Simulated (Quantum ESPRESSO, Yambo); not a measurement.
An input for Yambo 5.3.0 (SnO2 (Cassiterite)):

```
HF_and_locXC
gw0
dyson
ppa
em1d
rim_cut
RandQpts= 1000000
RandGvec= 1 RL
EXXRLvcs= 84 Ry
VXCRLvcs= 336 Ry
Chimod= "HARTREE"
% BndsRnXp
 1 | 121 |
%
NGsBlkXp= 9 Ry
% LongDrXp
 1 | 1 | 1 |
%
% GbndRnge
 1 | 121 |
%
DysSolver= "n"
ExtendOut
PPAPntXp= 27.21138 eV
% QPkrange
 1 | 1 | 33 | 36 |
%
```

```sh
OMP_NUM_THREADS=1 mpirun -n 4 yambo -F gw2.in -J gw2 -C gw2 > gw2.log
```

The stored states that it reads are on a 4×4×4 mesh. The structure is tetragonal, space group P4_2/mnm (No. 136). The conventional cell has a = 4.738 Å, b = 4.738 Å, c = 3.187 Å, α = 90.00°, β = 90.00°, γ = 90.00°. Nearest to Sn lie 6 O at 2.05 to 2.06 Å. Nearest to O lie 3 Sn at 2.05 to 2.06 Å. Farther neighbours and most contacts between anions are not listed.

Question: How long will it take on 4 MPI ranks of Arm Neoverse V1, shared host, and how much memory?

It took 6.1 min; on shared hardware allow 3.1 min to 12 min. Peak host memory was 4.0 GiB.

The screening grows as filled bands × empty bands × pairs of k points, times the square of the screening basis for the matrix.

[Paths, hosts, dates, memory and timing lines, banners, echoed tables and standing remarks are left out of the program output.]

[Logs are printed without paths, hosts, clocks, repeated set-up lines and the standing remarks that a program may print on its own settings, such as how far it seeks lower states.]

[Runs of the session that timed out or met a known fault of the program may be left out.]

[Hosts, paths, dates, database ids (printed as entryN), source tags and the programs' standing remarks are cut or masked in the printed files.]
